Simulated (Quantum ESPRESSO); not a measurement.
# MnO (Manganosite): parallel and opposed starts, part 2 of 2

Wanted: the moments of MnO (Manganosite) and the energy of each order that was tried.

Quantum ESPRESSO 7.5; PBEsol with U = 4 eV on Mn d (ortho-atomic projectors); plane waves with GBRV 1.5 PBEsol potentials, no spin-orbit coupling.

So far: The structure; Start 1: ferro +.

## Step 3: Start 2: antiferro q=(0,1/2,1/2) +−

The cell is doubled to 4 atoms to hold this order. The wavevector q is in fractions of the reciprocal vectors of the crystal's primitive cell, as the cells of these inputs are built from it; moments change sign between cells as cos(2π q·R).

File pw.in:

```
&CONTROL
  calculation = 'scf'
  prefix = 'pwscf'
  outdir = './tmp'
  pseudo_dir = './pseudo'
  disk_io = 'nowf'
/
&SYSTEM
  ibrav = 0
  celldm(1) = 8
  nat = 4
  ntyp = 3
  ecutwfc = 40
  ecutrho = 280
  nbnd = 30
  occupations = 'smearing'
  smearing = 'fd'
  degauss = 0.00367493
  nspin = 2
  starting_magnetization(1) = 0.3
  starting_magnetization(2) = -0.3
  starting_magnetization(3) = 0
/
&ELECTRONS
  conv_thr = 8d-09
  electron_maxstep = 150
  mixing_beta = 0.3
/
ATOMIC_SPECIES
Mn1    54.9380 mn_pbesol_v1.5.uspp.F.UPF
Mn2    54.9380 mn_pbesol_v1.5.uspp.F.UPF
O      15.9990 o_pbesol_v1.2.uspp.F.UPF
CELL_PARAMETERS alat
   0.0000000000000    0.5251076468804    0.5251076468804
   1.0502152937608    0.0000000000000    1.0502152937608
   1.0502152937608    0.5251076468804    0.5251076468804
ATOMIC_POSITIONS crystal
Mn1     0.0000000000    0.0000000000    0.0000000000
Mn2     0.0000000000    0.5000000000    0.0000000000
O       0.5000000000    0.0000000000    0.5000000000
O       0.5000000000    0.5000000000    0.5000000000
K_POINTS automatic
8 4 8 0 0 0
HUBBARD {ortho-atomic}
U Mn1-3d 4.0000
U Mn2-3d 4.0000
```

Run with:

```console
OMP_NUM_THREADS=1 mpirun -n 4 pw.x -nk 4 -in pw.in > pw.out
```

The log of the run:

```text
[banner, memory and clock lines left out]
Program PWSCF v.7.5 starts

     Message from routine setup:
     using ibrav=0 with symmetry is DISCOURAGED, use correct ibrav instead

     bravais-lattice index     =            0
     lattice parameter (alat)  =       8.0000  a.u.
     unit-cell volume          =     296.5343 (a.u.)^3
     number of atoms/cell      =            4
     number of atomic types    =            3
     number of electrons       =        42.00
     number of Kohn-Sham states=           30
     kinetic-energy cutoff     =      40.0000  Ry
     charge density cutoff     =     280.0000  Ry
     scf convergence threshold =      8.0E-09
     mixing beta               =       0.3000
     number of iterations used =            8  plain     mixing
     Exchange-correlation= SLA  PW   PSX  PSC
                           (   1   4  10   8   0   0   0)
     Hubbard projectors: ortho-atomic
     Hubbard parameters of DFT+U (Dudarev formulation) in eV:
     U(Mn1-3d) =  4.0000
     U(Mn2-3d) =  4.0000

     Internal variables: lda_plus_u =T, lda_plus_u_kind = 0

     Internal variables: orbital_resolved =F, hub_pot_fix =F, apply_U = F

     celldm(1)=   8.000000  celldm(2)=   0.000000  celldm(3)=   0.000000
     celldm(4)=   0.000000  celldm(5)=   0.000000  celldm(6)=   0.000000

     crystal axes: (cart. coord. in units of alat)
               a(1) = (   0.000000   0.525108   0.525108 )
               a(2) = (   1.050215   0.000000   1.050215 )
               a(3) = (   1.050215   0.525108   0.525108 )

     reciprocal axes: (cart. coord. in units 2 pi/alat)
               b(1) = ( -0.952186  0.952186  0.952186 )
               b(2) = ( -0.000000 -0.952186  0.952186 )
               b(3) = (  0.952186  0.952186 -0.952186 )

     PseudoPot. # 1 for Mn read from file:
     mn_pbesol_v1.5.uspp.F.UPF
     Pseudo is Ultrasoft + core correction, Zval = 15.0

     PseudoPot. # 2 for Mn read from file:
     mn_pbesol_v1.5.uspp.F.UPF
     Pseudo is Ultrasoft + core correction, Zval = 15.0

     PseudoPot. # 3 for O  read from file:
     o_pbesol_v1.2.uspp.F.UPF
     Pseudo is Ultrasoft + core correction, Zval =  6.0

     atomic species   valence    mass     pseudopotential
     Mn1              15.00    54.93800     Mn( 1.00)
     Mn2              15.00    54.93800     Mn( 1.00)
     O                 6.00    15.99900     O ( 1.00)

     Starting magnetic structure
     atomic species   magnetization
     Mn1             0.300
     Mn2            -0.300
     O               0.000

     16 Sym. Ops., with inversion, found

   Cartesian axes

     site n.     atom                  positions (alat units)
         1        Mn1    tau(   1) = (   0.0000000   0.0000000   0.0000000  )
         2        Mn2    tau(   2) = (   0.5251076   0.0000000   0.5251076  )
         3        O      tau(   3) = (   0.5251076   0.5251076   0.5251076  )
         4        O      tau(   4) = (   1.0502153   0.5251076   1.0502153  )

     number of k points=    39  Fermi-Dirac smearing, width (Ry)=  0.0037
                       cart. coord. in units 2pi/alat
        k(    1) = (   0.0000000   0.0000000   0.0000000), wk =   0.0039062
        k(    2) = (   0.1190232   0.1190232  -0.1190232), wk =   0.0312500
        k(    3) = (   0.2380464   0.2380464  -0.2380464), wk =   0.0312500
        k(    4) = (   0.3570696   0.3570696  -0.3570696), wk =   0.0312500
        k(    5) = (  -0.4760929  -0.4760929   0.4760929), wk =   0.0078125
        [... 34 further k-points ...]

     Dense  grid:    23493 G-vectors     FFT dimensions: (  32,  64,  60)

     Smooth grid:    10133 G-vectors     FFT dimensions: (  24,  48,  45)

     Check: negative core charge=   -0.000053
     Generating pointlists ...
     new r_m :   0.2166 (alat units)  1.7329 (a.u.) for type    1
     new r_m :   0.2166 (alat units)  1.7329 (a.u.) for type    2
     new r_m :   0.2166 (alat units)  1.7329 (a.u.) for type    3

     Initial potential from superposition of free atoms

     starting charge      40.9998, renormalised to      42.0000

     STARTING HUBBARD OCCUPATIONS:

     =================== HUBBARD OCCUPATIONS ===================
     ------------------------ ATOM    1 ------------------------
     Tr[ns(  1)] (up, down, total) =   5.00000  0.00000  5.00000
     Atomic magnetic moment for atom   1 =   5.00000
     [... lines left out ...]
     ------------------------ ATOM    2 ------------------------
     Tr[ns(  2)] (up, down, total) =   0.00000  5.00000  5.00000
     Atomic magnetic moment for atom   2 =  -5.00000
     [... lines left out ...]
     Number of occupied Hubbard levels =   10.0000

     Atomic wfc used for Hubbard projectors are orthogonalized

     Starting wfcs are   34 randomized atomic wfcs

     Self-consistent Calculation

     iteration #  1     ecut=    40.00 Ry     beta= 0.30
     Davidson diagonalization with overlap
     ethr =  1.00E-02,  avg # of iterations =  2.4

     =================== HUBBARD OCCUPATIONS ===================
     ------------------------ ATOM    1 ------------------------
     Tr[ns(  1)] (up, down, total) =   4.84857  0.15394  5.00251
     Atomic magnetic moment for atom   1 =   4.69463
     [... lines left out ...]
     ------------------------ ATOM    2 ------------------------
     Tr[ns(  2)] (up, down, total) =   0.15395  4.84851  5.00247
     Atomic magnetic moment for atom   2 =  -4.69456
     [... lines left out ...]
     Number of occupied Hubbard levels =   10.0050

     total energy              =    -486.33572152 Ry
     estimated scf accuracy    <       1.14466983 Ry

     total magnetization       =     0.00 Bohr mag/cell
     absolute magnetization    =     9.48 Bohr mag/cell

     iteration #  2     ecut=    40.00 Ry     beta= 0.30
     Davidson diagonalization with overlap
     ethr =  2.73E-03,  avg # of iterations =  2.0

     total energy              =    -486.55774419 Ry
     estimated scf accuracy    <       0.05937762 Ry

     total magnetization       =    -0.00 Bohr mag/cell
     absolute magnetization    =     9.60 Bohr mag/cell

     [... further iterations left out ...]

     iteration # 11     ecut=    40.00 Ry     beta= 0.30
     Davidson diagonalization with overlap
     ethr =  9.05E-11,  avg # of iterations =  2.0

     negative rho (up, down):  4.460E-04 4.460E-04

     total energy              =    -486.57279382 Ry
     estimated scf accuracy    <       0.00000002 Ry

     total magnetization       =     0.00 Bohr mag/cell
     absolute magnetization    =     9.67 Bohr mag/cell

     iteration # 12     ecut=    40.00 Ry     beta= 0.30
     Davidson diagonalization with overlap
     ethr =  3.84E-11,  avg # of iterations =  2.0

     negative rho (up, down):  4.458E-04 4.458E-04

     Magnetic moment per site  (integrated on atomic sphere of radius R)
     atom   1 (R=0.217)  charge= 12.5683  magn=  4.2690
     atom   2 (R=0.217)  charge= 12.5683  magn= -4.2690
     atom   3 (R=0.217)  charge=  5.9602  magn= -0.0595
     atom   4 (R=0.217)  charge=  5.9602  magn=  0.0595

     End of self-consistent calculation

     =================== HUBBARD OCCUPATIONS ===================
     ------------------------ ATOM    1 ------------------------
     Tr[ns(  1)] (up, down, total) =   4.96171  0.25614  5.21785
     Atomic magnetic moment for atom   1 =   4.70558
     [... lines left out ...]
     ------------------------ ATOM    2 ------------------------
     Tr[ns(  2)] (up, down, total) =   0.25614  4.96171  5.21785
     Atomic magnetic moment for atom   2 =  -4.70558
     [... lines left out ...]
     Number of occupied Hubbard levels =   10.4357

     [... lines left out ...]
     the Fermi energy is    12.9728 ev

!    total energy              =    -486.57279384 Ry
     estimated scf accuracy    <          1.1E-10 Ry
     smearing contrib. (-TS)   =      -0.00000305 Ry
     internal energy E=F+TS    =    -486.57279079 Ry

     The total energy is F=E-TS. E is the sum of the following terms:
     one-electron contribution =    -218.71941478 Ry
     hartree contribution      =     131.18887323 Ry
     xc contribution           =     -67.57234681 Ry
     ewald contribution        =    -331.55128498 Ry
     Hubbard energy            =       0.08138255 Ry

     total magnetization       =     0.00 Bohr mag/cell
     absolute magnetization    =     9.67 Bohr mag/cell

     convergence has been achieved in  12 iterations
```

Run time: 29 s. Hardware: 4 MPI ranks of Arm Neoverse V1, shared host; peak memory 0.44 GiB; 1.9 min of CPU time.

Spin moment in the atom's sphere by atom:

| atom | spin moment in the atom's sphere (μB) |
| --- | --- |
| Mn1 | 4.27 |
| Mn2 | -4.27 |
| O3 | -0.06 |
| O4 | 0.06 |

Read from the output:

- smearing term TS: 4.14e-5 eV
- magnetization: 0 μB
- absolute magnetization: 9.668 μB
- final state: antiferromagnetic

## Step 4: Start 3: antiferro q=(0,0,1/2) +−

This order needs a doubled cell of 4 atoms.

pw.in, as its differences from that of step 3:

```diff
@@ -34,11 +34,11 @@
    0.0000000000000    0.5251076468804    0.5251076468804
-   1.0502152937608    0.0000000000000    1.0502152937608
-   1.0502152937608    0.5251076468804    0.5251076468804
+   0.5251076468804    0.0000000000000    0.5251076468804
+   1.0502152937608    1.0502152937608    0.0000000000000
 ATOMIC_POSITIONS crystal
 Mn1     0.0000000000    0.0000000000    0.0000000000
-Mn2     0.0000000000    0.5000000000    0.0000000000
-O       0.5000000000    0.0000000000    0.5000000000
-O       0.5000000000    0.5000000000    0.5000000000
+Mn2     0.0000000000    0.0000000000    0.5000000000
+O       0.5000000000    0.5000000000    0.2500000000
+O       0.5000000000    0.5000000000    0.7500000000
 K_POINTS automatic
-8 4 8 0 0 0
+8 8 4 0 0 0
 HUBBARD {ortho-atomic}
```

The log of the run:

```text
     [... lines left out ...]
Program PWSCF v.7.5 starts
     [... lines left out ...]
     number of atoms/cell      =            4
     [... lines left out ...]
     number of electrons       =        42.00
     number of Kohn-Sham states=           30
     kinetic-energy cutoff     =      40.0000  Ry
     charge density cutoff     =     280.0000  Ry
     scf convergence threshold =      8.0E-09
     [... lines left out ...]
     12 Sym. Ops., with inversion, found
     [... lines left out ...]
     number of k points=    35  Fermi-Dirac smearing, width (Ry)=  0.0037
     [... lines left out ...]
     iteration # 11     ecut=    40.00 Ry     beta= 0.30
     [... lines left out ...]
     Magnetic moment per site  (integrated on atomic sphere of radius R)
     atom   1 (R=0.217)  charge= 12.5761  magn=  4.2407
     atom   2 (R=0.217)  charge= 12.5761  magn= -4.2407
     atom   3 (R=0.217)  charge=  5.9572  magn=  0.0000
     atom   4 (R=0.217)  charge=  5.9572  magn=  0.0000
     [... lines left out ...]
     Tr[ns(  1)] (up, down, total) =   4.96127  0.27514  5.23641
     [... lines left out ...]
     Tr[ns(  2)] (up, down, total) =   0.27514  4.96127  5.23641
     [... lines left out ...]
     the Fermi energy is    12.4863 ev
!    total energy              =    -486.57551015 Ry
     estimated scf accuracy    <          5.0E-09 Ry
     smearing contrib. (-TS)   =      -0.00000000 Ry
     [... lines left out ...]
     total magnetization       =    -0.00 Bohr mag/cell
     absolute magnetization    =     9.46 Bohr mag/cell
     convergence has been achieved in  11 iterations
```

Elapsed: 16 s, on 4 MPI ranks; peak memory 0.38 GiB; 63 s of CPU time.

Spin moment in the atom's sphere by atom:

| atom | spin moment in the atom's sphere (μB) |
| --- | --- |
| Mn1 | 4.24 |
| Mn2 | -4.24 |
| O3 | 0.00 |
| O4 | 0.00 |

This step gave:

| Property | Result |
| --- | --- |
| smearing term TS | 1.45e-9 eV |
| magnetization | 0 μB |
| absolute magnetization | 9.461 μB |
| final state | antiferromagnetic |

## Step 5: Ranking

An order is kept where moments of 0.15 μB or more survive with the typed signs; meshes match where a doubled cell samples the same k points as the first cell.

Orders:

| start | final state | typed order kept | energy over the lowest (meV a seeded atom) | largest site moment (μB) | net moment (μB a cell of the first run) | mesh matched | CPU time (s) |
| --- | --- | --- | --- | --- | --- | --- | --- |
| ferro + | ferromagnetic | yes | 70.44 | 4.281 | 5 | yes | 19.02 |
| antiferro q=(0,1/2,1/2) +- | antiferromagnetic | yes | 18.48 | 4.269 | 0 | yes | 115 |
| antiferro q=(0,0,1/2) +- | antiferromagnetic | yes | 0 | 4.241 | 0 | yes | 63.39 |

## Step 6: Couplings from the energies

E = −Σ J e·e over ordered pairs of unit vectors, so each pair counts twice. As many shells are taken as there are differences of energy, so the couplings are solved for and no residual tests the model; further shells are folded in, and shells whose pairs keep their relative signs in all orders cancel and are not probed. Couplings from the energies:

| pair | distance (Å) | neighbours an atom | J (meV) |
| --- | --- | --- | --- |
| Mn-Mn | 3.144 | 12 | -3.247 |
| Mn-Mn | 4.446 | 6 | -2.622 |

## Step 7: Occupations of the corrected shells in the lowest state

Occupations of the Hubbard shells:

| block | type | shell | spin | electrons | occupation numbers |
| --- | --- | --- | --- | --- | --- |
| 1 | Mn1 | 3d | up | 4.961 | 0.992 0.992 0.992 0.993 0.993 |
| 1 | Mn1 | 3d | down | 0.2751 | 0.027 0.028 0.028 0.096 0.096 |
| 2 | Mn2 | 3d | up | 0.2751 | 0.027 0.028 0.028 0.096 0.096 |
| 2 | Mn2 | 3d | down | 4.961 | 0.992 0.992 0.992 0.993 0.993 |

## Step 8: Results

```
lowest state found                                                     : antiferromagnetic (from antiferro q=(0,0,1/2) +-)
largest site moment                                                    : 4.24 μB
next state with moments                                                : antiferromagnetic, 18.5 meV a seeded atom higher
J of the weightiest shell (Mn-Mn, 3.14 Å; E = −Σ J e·e, ordered pairs) : -3.25 meV
```

What this shows: The largest moment changes by 0.94 % between the kept orders, as for well localised moments. Only these 3 starts were compared; other wavevectors, canted and longer-period orders were not.

[Logs and program files are shortened in this print: banners, set-up blocks, solver, clock and traceback lines can be left out without a mark of their own.]

[Logs are printed without paths, hosts, clocks, repeated set-up lines and the standing remarks that a program may print on its own settings, such as how far it seeks lower states.]

[Hosts, paths, dates, database ids (printed as entryN), source tags and the programs' standing remarks are cut or masked in the printed files.]

[Where a cell is said to come from a database of computed structures, the database is the Materials Project.]
